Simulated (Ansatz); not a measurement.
# Work function of Ni(110): what the settings cost and change

How thick a slab and how much vacuum does the work function of Ni(110) need?

Calculated with Ansatz 0.2.0; plane-wave DFT, PBE, Ansatz PAW.

Experimental background.

For Ni (clean (110) face, a compiled value), “Anisotropic work function of elemental crystals” (2019, arxiv:1902.07811) quotes earlier work: work function (clean (110) face, a compiled value) 4.55 eV.

Report form: the programs' logs are mostly left out.

### Step 1. The starting structure

The cell holds 1 atom: 1 Ni. Cell: a = 3.520 Å, b = 2.489 Å, c = 18.000 Å, α = 90.0°, β = 90.0°, γ = 90.0°. Vacuum lies along c.

### Step 2. Slab, setting 1 layer

A work function rests on the faint tail of the density, so the SCF threshold is tight. The slab grows from one layer, at fixed mesh and 18 Å of vacuum; then the vacuum is varied on one slab.

input.yaml

```yaml
crystal:
  lattice:
    - [3.52, 0.0, 0.0]
    - [0.0, 2.4890158698, 0.0]
    - [0.0, 0.0, 18.0]
  atoms:
    - { symbol: Ni, position: [0.5, 0.5, 0.5], spin: 0.7 }
magnetization:
  spin_polarized: true
kpoints:
  mp_grid: { grid: [12, 16, 1] }
hamiltonian:
  xc: pbe
scf:
  occupations: { method: fermi_dirac, width: 0.1 }
  convergence: { dr2_threshold: 1.0e-09 }
efield:
  axis: 3
  dipole_correction: true
  ramp_position: 0.97
  ramp_width: 0.06
output:
  write_potential: true
  write_density: true
  volumetric_format: npy
  elf: true
```

Command:

```console
$ ansatz run input.yaml --threads 4 --pin off --max-ram 6144MiB --backend cpu --events-out ev --progress --plain --runs-dir out
```

Wall time 39 s (4 threads of Arm Neoverse N1, shared host); peak memory 0.71 GiB; 1.8 min of CPU time.

This step gave:

| Quantity | Value |
| --- | --- |
| energy at zero smearing | -5836.9772 eV |
| total moment | 1.104 μB |
| site moments | 1.098 μB |
| work function, upper face | 4.938 eV |

Running mean over 1.245 Å of the planar mean; the ramp of the sawtooth is left out. The electron's electrostatic potential energy less the Fermi level by z:

z (Å), electron's electrostatic potential energy less the Fermi level (eV) and a bar from the least value:
```
     2.88       4.94 ##############################
     3.31       4.94 ##############################
     3.74       4.94 ##############################
     4.18       4.94 ##############################
     4.61       4.94 ##############################
     5.04       4.94 ##############################
     5.47       4.93 ##############################
     5.90       4.92 ##############################
     6.19       4.91 ##############################
     6.62       4.84 ##############################
     7.06       4.64 #############################
     7.49       4.04 ############################
     7.92       1.91 ######################
     8.35      -2.70 ###########
     8.78      -7.03 
     9.22      -7.03 
     9.65      -2.70 ###########
    10.08       1.91 ######################
    10.51       4.04 ############################
    10.94       4.64 #############################
    11.38       4.84 ##############################
    11.81       4.91 ##############################
    12.10       4.92 ##############################
    12.53       4.93 ##############################
    12.96       4.94 ##############################
    13.39       4.94 ##############################
    13.82       4.94 ##############################
    14.26       4.94 ##############################
    14.69       4.94 ##############################
    15.12       4.94 ##############################
```

Site moment by atom:

| atom | site moment (μB) |
| --- | --- |
| Ni1 | 1.10 |

Spin density in the ca plane at fractional y = 0.500, with atoms of Ni within 0.2 Å of it.

Ten even steps from '0' (0.0 e/Å³) to '9' (2.5 e/Å³), each cell a mean:
```
00000000000000000000000000000000000000000000
00000000000000000000000000000000000000000000
00000000000000000000001000000000000000000000
00000000000000000000059100000000000000000000
00000000000000000000025000000000000000000000
00000000000000000000000000000000000000000000
00000000000000000000000000000000000000000000
00000000000000000000000000000000000000000000
```
Columns run along c (18.0 Å), rows up along a (3.5 Å). Atoms in or near the plane, at fractional coordinates: Ni at (0.50, 0.50).

ELF in the ca plane at fractional y = 0.500, with atoms of Ni within 0.2 Å of it. It is the smooth field of the valence electrons, not physical close to the nuclei.

Values, 5 rows by 16 columns, each cell a mean:
```
0.00 0.00 0.00 0.00 0.00 0.01 0.07 0.16 0.17 0.09 0.01 0.00 0.00 0.00 0.00 0.00
0.00 0.00 0.00 0.00 0.00 0.02 0.11 0.22 0.25 0.13 0.02 0.00 0.00 0.00 0.00 0.00
0.00 0.00 0.00 0.00 0.00 0.02 0.12 0.29 0.38 0.13 0.03 0.00 0.00 0.00 0.00 0.00
0.00 0.00 0.00 0.00 0.00 0.01 0.11 0.19 0.20 0.13 0.02 0.00 0.00 0.00 0.00 0.00
0.00 0.00 0.00 0.00 0.00 0.00 0.05 0.16 0.17 0.07 0.01 0.00 0.00 0.00 0.00 0.00
```
Columns run along c (18.0 Å), rows up along a (3.5 Å). Atoms in or near the plane, at fractional coordinates: Ni at (0.50, 0.50).

Valence density in the ca plane at fractional y = 0.500, with atoms of Ni within 0.2 Å of it. It is the smooth field of the valence electrons, not physical close to the nuclei.

Ten steps, logarithmic in the rise over the least value, from '0' (0 e/Å³) to '9' (37 e/Å³), each cell a mean:
```
00000000000000000000000000000000000000000000
00000000000000000000011100000000000000000000
00000000000000000000256310000000000000000000
00000000000000000000389610000000000000000000
00000000000000000000378510000000000000000000
00000000000000000000133200000000000000000000
00000000000000000000000000000000000000000000
00000000000000000000000000000000000000000000
```
Columns run along c (18.0 Å), rows up along a (3.5 Å). Atoms in or near the plane, at fractional coordinates: Ni at (0.50, 0.50).

The work function is 4.938 eV.

### Step 3. Run, 2 atoms

System of this step: Ni(110). The cell holds 2 atoms: 2 Ni. Cell: a = 3.520 Å, b = 2.489 Å, c = 19.245 Å, α = 90.0°, β = 90.0°, γ = 90.0°. Vacuum lies along c.

input.yaml, the sections that differ from step 2:

```yaml
crystal:
  lattice:
    - [3.52, 0.0, 0.0]
    - [0.0, 2.4890158698, 0.0]
    - [0.0, 0.0, 19.2445079349]
  atoms:
    - { symbol: Ni, position: [0.5, 0.5, 0.4676658936], spin: 0.7 }
    - { symbol: Ni, position: [0.0, 0.0, 0.5323341064], spin: 0.7 }
output:
  write_potential: true
  write_density: true
  volumetric_format: npy
# magnetization, kpoints, hamiltonian, scf, efield: as in step 2
```

Wall time 63 s (4 threads); peak memory 0.78 GiB.

The work function is 4.503 eV, -0.435 eV from the run “1 layer”, at 1.7 times its CPU time.

### Step 4. Run, 3 atoms

System of this step: Ni(110). The cell holds 3 atoms: 3 Ni. Cell: a = 3.520 Å, b = 2.489 Å, c = 20.489 Å, α = 90.0°, β = 90.0°, γ = 90.0°. Vacuum lies along c.

input.yaml, the sections that differ from step 3:

```yaml
crystal:
  lattice:
    - [3.52, 0.0, 0.0]
    - [0.0, 2.4890158698, 0.0]
    - [0.0, 0.0, 20.4890158698]
  atoms:
    - { symbol: Ni, position: [0.0, 0.0, 0.4392597506], spin: 0.7 }
    - { symbol: Ni, position: [0.5, 0.5, 0.5], spin: 0.7 }
    - { symbol: Ni, position: [0.0, 0.0, 0.5607402494], spin: 0.7 }
# magnetization, kpoints, hamiltonian, scf, efield, output: as in step 3
```

It took 2 min on 4 threads; peak memory 0.97 GiB.

The work function is 4.534 eV, +0.030 eV from the run “2 layers”, at 2.0 times its CPU time.

### Step 5. Slab, 4 atoms

System of this step: Ni(110). The cell holds 4 atoms: 4 Ni. Cell: a = 3.520 Å, b = 2.489 Å, c = 21.734 Å, α = 90.0°, β = 90.0°, γ = 90.0°. Vacuum lies along c.

input.yaml, the sections that differ from step 4:

```yaml
crystal:
  lattice:
    - [3.52, 0.0, 0.0]
    - [0.0, 2.4890158698, 0.0]
    - [0.0, 0.0, 21.7335238047]
  atoms:
    - { symbol: Ni, position: [0.5, 0.5, 0.4141068002], spin: 0.7 }
    - { symbol: Ni, position: [0.0, 0.0, 0.4713689334], spin: 0.7 }
    - { symbol: Ni, position: [0.5, 0.5, 0.5286310666], spin: 0.7 }
    - { symbol: Ni, position: [0.0, 0.0, 0.5858931998], spin: 0.7 }
# magnetization, kpoints, hamiltonian, scf, efield, output: as in step 4
```

Run time: 2.4 min. Hardware: 4 threads; peak memory 1.2 GiB.

The work function is 4.434 eV, -0.099 eV from the run “3 layers”, at 1.2 times its CPU time.

### Step 6. Run, 5 atoms

System of this step: Ni(110). The cell holds 5 atoms: 5 Ni. Its edges and angles: a = 3.520 Å, b = 2.489 Å, c = 22.978 Å, α = 90.0°, β = 90.0°, γ = 90.0°. Vacuum lies along c.

input.yaml, the sections that differ from step 5:

```yaml
crystal:
  lattice:
    - [3.52, 0.0, 0.0]
    - [0.0, 2.4890158698, 0.0]
    - [0.0, 0.0, 22.9780317396]
  atoms:
    - { symbol: Ni, position: [0.0, 0.0, 0.3916784563], spin: 0.7 }
    - { symbol: Ni, position: [0.5, 0.5, 0.4458392281], spin: 0.7 }
    - { symbol: Ni, position: [0.0, 0.0, 0.5], spin: 0.7 }
    - { symbol: Ni, position: [0.5, 0.5, 0.5541607719], spin: 0.7 }
    - { symbol: Ni, position: [0.0, 0.0, 0.6083215437], spin: 0.7 }
# magnetization, kpoints, hamiltonian, scf, efield, output: as in step 5
```

Wall time 2.9 min (4 threads); peak memory 1.6 GiB.

The work function is 4.530 eV, +0.096 eV from the run “4 layers”, at 1.2 times its CPU time.

### Step 7. Run, 6 atoms

System of this step: Ni(110). The cell holds 6 atoms: 6 Ni. Cell: a = 3.520 Å, b = 2.489 Å, c = 24.223 Å, α = 90.0°, β = 90.0°, γ = 90.0°. Vacuum lies along c.

input.yaml, the sections that differ from step 6:

```yaml
crystal:
  lattice:
    - [3.52, 0.0, 0.0]
    - [0.0, 2.4890158698, 0.0]
    - [0.0, 0.0, 24.2225396744]
  atoms:
    - { symbol: Ni, position: [0.5, 0.5, 0.3715547635], spin: 0.7 }
    - { symbol: Ni, position: [0.0, 0.0, 0.4229328581], spin: 0.7 }
    - { symbol: Ni, position: [0.5, 0.5, 0.4743109527], spin: 0.7 }
    - { symbol: Ni, position: [0.0, 0.0, 0.5256890473], spin: 0.7 }
    - { symbol: Ni, position: [0.5, 0.5, 0.5770671419], spin: 0.7 }
    - { symbol: Ni, position: [0.0, 0.0, 0.6284452365], spin: 0.7 }
# magnetization, kpoints, hamiltonian, scf, efield, output: as in step 6
```

Elapsed: 4.2 min, on 4 threads; peak memory 1.9 GiB; 13 min of CPU time.

The work function is 4.466 eV, -0.064 eV from the run “5 layers”, at 1.5 times its CPU time.

### Step 8. Run, 8 atoms

System of this step: Ni(110). The cell holds 8 atoms: 8 Ni. Its edges and angles: a = 3.520 Å, b = 2.489 Å, c = 26.712 Å, α = 90.0°, β = 90.0°, γ = 90.0°. Vacuum lies along c.

input.yaml, the sections that differ from step 7:

```yaml
crystal:
  lattice:
    - [3.52, 0.0, 0.0]
    - [0.0, 2.4890158698, 0.0]
    - [0.0, 0.0, 26.7115555442]
  atoms:
    - { symbol: Ni, position: [0.5, 0.5, 0.3369328299], spin: 0.7 }
    - { symbol: Ni, position: [0.0, 0.0, 0.3835234499], spin: 0.7 }
    - { symbol: Ni, position: [0.5, 0.5, 0.4301140699], spin: 0.7 }
    - { symbol: Ni, position: [0.0, 0.0, 0.47670469], spin: 0.7 }
    - { symbol: Ni, position: [0.5, 0.5, 0.52329531], spin: 0.7 }
    - { symbol: Ni, position: [0.0, 0.0, 0.5698859301], spin: 0.7 }
    - { symbol: Ni, position: [0.5, 0.5, 0.6164765501], spin: 0.7 }
    - { symbol: Ni, position: [0.0, 0.0, 0.6630671701], spin: 0.7 }
# magnetization, kpoints, hamiltonian, scf, efield, output: as in step 7
```

Run time: 6.7 min. Hardware: 4 threads; peak memory 2.7 GiB.

The work function is 4.489 eV, +0.022 eV from the run “6 layers”, at 1.7 times its CPU time.

### Step 9. Slab, 10 atoms

System of this step: Ni(110). The cell holds 10 atoms: 10 Ni. Its edges and angles: a = 3.520 Å, b = 2.489 Å, c = 29.201 Å, α = 90.0°, β = 90.0°, γ = 90.0°. Vacuum lies along c.

input.yaml, the sections that differ from step 8:

```yaml
crystal:
  lattice:
    - [3.52, 0.0, 0.0]
    - [0.0, 2.4890158698, 0.0]
    - [0.0, 0.0, 29.200571414]
  atoms:
    - { symbol: Ni, position: [0.5, 0.5, 0.3082131467], spin: 0.7 }
    - { symbol: Ni, position: [0.0, 0.0, 0.3508324474], spin: 0.7 }
    - { symbol: Ni, position: [0.5, 0.5, 0.3934517481], spin: 0.7 }
    - { symbol: Ni, position: [0.0, 0.0, 0.4360710489], spin: 0.7 }
    - { symbol: Ni, position: [0.5, 0.5, 0.4786903496], spin: 0.7 }
    - { symbol: Ni, position: [0.0, 0.0, 0.5213096504], spin: 0.7 }
    - { symbol: Ni, position: [0.5, 0.5, 0.5639289511], spin: 0.7 }
    - { symbol: Ni, position: [0.0, 0.0, 0.6065482519], spin: 0.7 }
    - { symbol: Ni, position: [0.5, 0.5, 0.6491675526], spin: 0.7 }
    - { symbol: Ni, position: [0.0, 0.0, 0.6917868533], spin: 0.7 }
# magnetization, kpoints, hamiltonian, scf, efield, output: as in step 8
```

It took 10 min on 4 threads; peak memory 3.5 GiB.

The work function is 4.508 eV, +0.019 eV from the run “8 layers”, at 1.6 times its CPU time.

### Step 10. Slab, 13 atoms

System of this step: Ni(110). The cell holds 13 atoms: 13 Ni. Its edges and angles: a = 3.520 Å, b = 2.489 Å, c = 32.934 Å, α = 90.0°, β = 90.0°, γ = 90.0°. Vacuum lies along c.

input.yaml, the sections that differ from step 9:

```yaml
crystal:
  lattice:
    - [3.52, 0.0, 0.0]
    - [0.0, 2.4890158698, 0.0]
    - [0.0, 0.0, 32.9340952187]
  atoms:
    - { symbol: Ni, position: [0.0, 0.0, 0.2732730303], spin: 0.7 }
    - { symbol: Ni, position: [0.5, 0.5, 0.3110608586], spin: 0.7 }
    - { symbol: Ni, position: [0.0, 0.0, 0.3488486869], spin: 0.7 }
    - { symbol: Ni, position: [0.5, 0.5, 0.3866365151], spin: 0.7 }
    - { symbol: Ni, position: [0.0, 0.0, 0.4244243434], spin: 0.7 }
    - { symbol: Ni, position: [0.5, 0.5, 0.4622121717], spin: 0.7 }
    - { symbol: Ni, position: [0.0, 0.0, 0.5], spin: 0.7 }
    - { symbol: Ni, position: [0.5, 0.5, 0.5377878283], spin: 0.7 }
    - { symbol: Ni, position: [0.0, 0.0, 0.5755756566], spin: 0.7 }
    - { symbol: Ni, position: [0.5, 0.5, 0.6133634849], spin: 0.7 }
    - { symbol: Ni, position: [0.0, 0.0, 0.6511513131], spin: 0.7 }
    - { symbol: Ni, position: [0.5, 0.5, 0.6889391414], spin: 0.7 }
    - { symbol: Ni, position: [0.0, 0.0, 0.7267269697], spin: 0.7 }
# magnetization, kpoints, hamiltonian, scf, efield, output: as in step 9
```

The job ended after 16 min (4 threads; peak memory 5 GiB).

The work function is 4.494 eV, -0.014 eV from the run “10 layers”, at 1.6 times its CPU time.

(Part 1 of 2 ends here.)

[Logs are printed without paths, hosts, clocks, repeated set-up lines and the standing remarks that a program may print on its own settings, such as how far it seeks lower states.]

[Hosts, paths, dates, database ids (printed as entryN), source tags and the programs' standing remarks are cut or masked in the printed files.]

[Maps of the electrostatic potential energy from Ansatz leave out the sawtooth potential of an applied field or a dipole correction, so their vacuum need not be flat; planar profiles and work functions include it.]
